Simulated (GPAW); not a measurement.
# Li/Ag(100): work function by functional and basis, part 2 of 2

How far do functional and basis move the work function of Li/Ag(100)?

GPAW 26.7.0; GPAW, PAW setups; slab in vacuum, relaxation (the session's first sound run).

So far, upper work function (eV): step 2 (relaxing the atoms, PBE, GPAW) 2.99; step 5 (self-consistent run: xc = "RPBE") 2.94; step 6 (self-consistent run: xc = "LDA") 3.07; step 7 (OptPBE vdW: xc = "optPBE-vdW", GPAW, PAW setups, GPAW) 3.11; step 8 (self-consistent run: xc = "revPBE") 2.93.

## (9) Real-space grid: mode = "fd"

A real-space grid is a second complete basis, so it checks the plane-wave result.

The input, run.py:

```python
import json
import numpy as np
from ase import Atoms
from gpaw import GPAW

slab = Atoms(
    ['Ag', 'Ag', 'Ag', 'Ag', 'Li'],
    positions=[
        [1.44603, 1.44603, 9.00000],
        [0.00000, 0.00000, 11.04500],
        [1.44603, 1.44603, 13.16328],
        [-0.00000, -0.00000, 15.31274],
        [1.44603, 1.44603, 17.11597]],
    cell=[[2.89207, 0.0, 0.0], [0.0, 2.89207, 0.0], [0.0, 0.0, 26.14368]],
    pbc=[True, True, False])

slab.calc = GPAW(mode='fd', h=0.18, xc='PBE', kpts={'size': (11, 11, 1), 'gamma': True},
                 occupations={'name': 'fermi-dirac', 'width': 0.1}, nbands='300%',
                 convergence={'density': 1e-05}, maxiter=200,
                 poissonsolver={'dipolelayer': 'xy'},
                 symmetry={'tolerance': 1e-3}, txt='slab.txt')
result = {}
energy = slab.get_potential_energy()
fermi = slab.calc.get_fermi_level()
v = slab.calc.get_electrostatic_potential().mean((0, 1)) - fermi
n = slab.calc.get_pseudo_density().mean((0, 1))
L = slab.cell[2, 2]
z = np.arange(len(v)) * L / len(v)
low, high = slab.positions[:, 2].min(), slab.positions[:, 2].max()
below, above = np.interp([low - 6.8, high + 6.8], z, v)
slopes = [np.interp(x, z, np.gradient(v, z)) for x in (low - 6.8, high + 6.8)]
eps = np.array([[slab.calc.get_eigenvalues(k, s) for k in range(len(slab.calc.get_ibz_k_points()))]
                for s in range(slab.calc.get_number_of_spins())]) - fermi
top, bottom = eps[eps < 0].max(), eps[eps > 0].min()
dipole = slab.get_dipole_moment()[2]
print(f'energy {energy:.4f} eV, Fermi level {fermi:.4f} eV, dipole {dipole:.5f} e A')
print(f'potential 6.8 A off the faces, from the Fermi level: lower {below:.4f} eV, upper {above:.4f} eV')
print(f'slope of the potential there: lower {slopes[0]:.5f}, upper {slopes[1]:.5f} eV/A')
print(f'nearest levels on the mesh: {top:.4f} and {bottom:.4f} eV')
print('magnetic moment', round(slab.get_magnetic_moment(), 3))
result.update(energy=energy, fermi=fermi, dipole=dipole, below=below, above=above, slopes=slopes, edges=[top, bottom],
              z=z.tolist(), v=v.tolist(), n=n.tolist(), positions=slab.positions.tolist(),
              forces=slab.get_forces(apply_constraint=False).tolist(), moments=slab.get_magnetic_moments().tolist())
json.dump(result, open('result.json', 'w'))
```

On the command line:

```console
OMP_NUM_THREADS=1 OPENBLAS_NUM_THREADS=1 python run.py
```

What it wrote:

```text
energy -13.0691 eV, Fermi level -3.6105 eV, dipole 0.05758 e A
potential 6.8 A off the faces, from the Fermi level: lower 4.2334 eV, upper 2.9876 eV
slope of the potential there: lower -0.00003, upper 0.00004 eV/A
nearest levels on the mesh: -0.0052 and 0.0060 eV
magnetic moment 0.0
```

Run time: 27 min. Hardware: 1 thread of Arm Neoverse V2, shared host; peak memory 1.8 GiB.

This step gave:

```
dipole along the normal                    : 0.05758 e·Å
levels nearest the Fermi level on the mesh : -0.005215, 0.006023 eV from the Fermi level
upper work function                        : 2.988 eV
lower work function                        : 4.233 eV
```

The upper face's work function is 2.988 eV, against 2.989 eV in the first plane-wave PBE run at this geometry.

## (10) Atomic orbitals: mode = "lcao"

Atom-centred orbitals end a few angstrom from the surface, which tests how much the density's tail matters.

run.py: that of step 9 with these lines changed.

```diff
@@ -16,4 +16,4 @@
 
-slab.calc = GPAW(mode='fd', h=0.18, xc='PBE', kpts={'size': (11, 11, 1), 'gamma': True},
-                 occupations={'name': 'fermi-dirac', 'width': 0.1}, nbands='300%',
+slab.calc = GPAW(mode='lcao', basis='dzp', h=0.18, xc='PBE', kpts={'size': (11, 11, 1), 'gamma': True},
+                 occupations={'name': 'fermi-dirac', 'width': 0.1}, nbands='120%',
                  convergence={'density': 1e-05}, maxiter=200,
```

What it wrote:

```text
energy -11.5741 eV, Fermi level -3.5194 eV, dipole 0.06290 e A
potential 6.8 A off the faces, from the Fermi level: lower 4.1998 eV, upper 2.8390 eV
slope of the potential there: lower -0.00000, upper -0.00000 eV/A
nearest levels on the mesh: -0.0064 and 0.1260 eV
magnetic moment 0.0
```

It took 14 min on 1 thread; peak memory 0.4 GiB.

This step gave:

```yaml
dipole_along_the_normal: 0.06290 e·Å
levels_nearest_the_fermi_level_on_the_mesh: -0.006398, 0.1260 eV from the Fermi level
upper_work_function: 2.839 eV
lower_work_function: 4.200 eV
```

The upper face's work function is 2.839 eV, against 2.989 eV in the first plane-wave PBE run at this geometry.

## (11) The ladder

Times are for 1 thread of Arm Neoverse V2, shared host. Results by setting:

| no. | run | upper work function (eV) | lower work function (eV) | time | memory (GiB) |
| --- | --- | --- | --- | --- | --- |
| 1 | pw | 2.989 | 4.236 | 4.7 min | 0.33 |
| 2 | vdW DF2 | 3.179 | 4.669 | 13 min | 0.46 |
| 3 | RPBE | 2.935 | 4.033 | 4.7 min | 0.33 |
| 4 | LDA | 3.068 | 4.659 | 4.8 min | 0.33 |
| 5 | optPBE vdW | 3.109 | 4.420 | 5.1 min | 0.46 |
| 6 | revPBE | 2.929 | 4.058 | 4.7 min | 0.33 |
| 7 | fd | 2.988 | 4.233 | 27 min | 1.8 |
| 8 | lcao | 2.839 | 4.200 | 14 min | 0.4 |

## (12) Side by side

Results and costs are gathered.

This step: comparison of work functions, dipole and cost (GPAW 26.7.0).

Ladder, by row:

| step | code | work function, upper (eV) | work function, lower (eV) | dipole (e Å) | wall time (s) | peak memory (GiB) | threads |
| --- | --- | --- | --- | --- | --- | --- | --- |
| pw | GPAW | 2.989 | 4.236 | 0.05773 | 279.1 | 0.33 | 1 |
| vdW-DF2 | GPAW | 3.179 | 4.669 | 0.06891 | 809 | 0.46 | 1 |
| RPBE | GPAW | 2.935 | 4.033 | 0.05087 | 282.6 | 0.33 | 1 |
| LDA | GPAW | 3.068 | 4.659 | 0.07366 | 289 | 0.33 | 1 |
| optPBE-vdW | GPAW | 3.109 | 4.42 | 0.06074 | 303.2 | 0.46 | 1 |
| revPBE | GPAW | 2.929 | 4.058 | 0.05232 | 282.2 | 0.33 | 1 |
| fd | GPAW | 2.988 | 4.233 | 0.05758 | 1620 | 1.79 | 1 |
| lcao | GPAW | 2.839 | 4.2 | 0.0629 | 863.3 | 0.4 | 1 |

## (13) Results

| Item | Value |
| --- | --- |
| work function, upper and lower face | 2.989 and 4.236 eV |
| dipole along the normal | 0.0577 e Å |

In words: With plane waves and PBE the work function is 2.99 eV on the upper face and 4.24 eV on the lower. The two faces differ by 1.2 eV, the step that the slab's dipole makes (e p/(ε0 A) gives 1.2 eV), so the dipole layer is needed. Over the sound runs of the table the upper face's work function spans 2.839 (lcao) to 3.179 eV (vdW-DF2). Atomic orbitals miss the plane-wave value by -0.15 eV, since they describe the tail of the density in the vacuum poorly. The cell of 8.36 Å² holds one Li, started on one chosen site; other sites and coverages weren't tried. The in-plane lattice was kept as typed, which isn't the functional's own and leaves some strain; spin-orbit coupling and temperature are left out.

[Logs are printed without paths, hosts, clocks, repeated set-up lines and the standing remarks that a program may print on its own settings, such as how far it seeks lower states.]

[Hosts, paths, dates, database ids (printed as entryN), source tags and the programs' standing remarks are cut or masked in the printed files.]
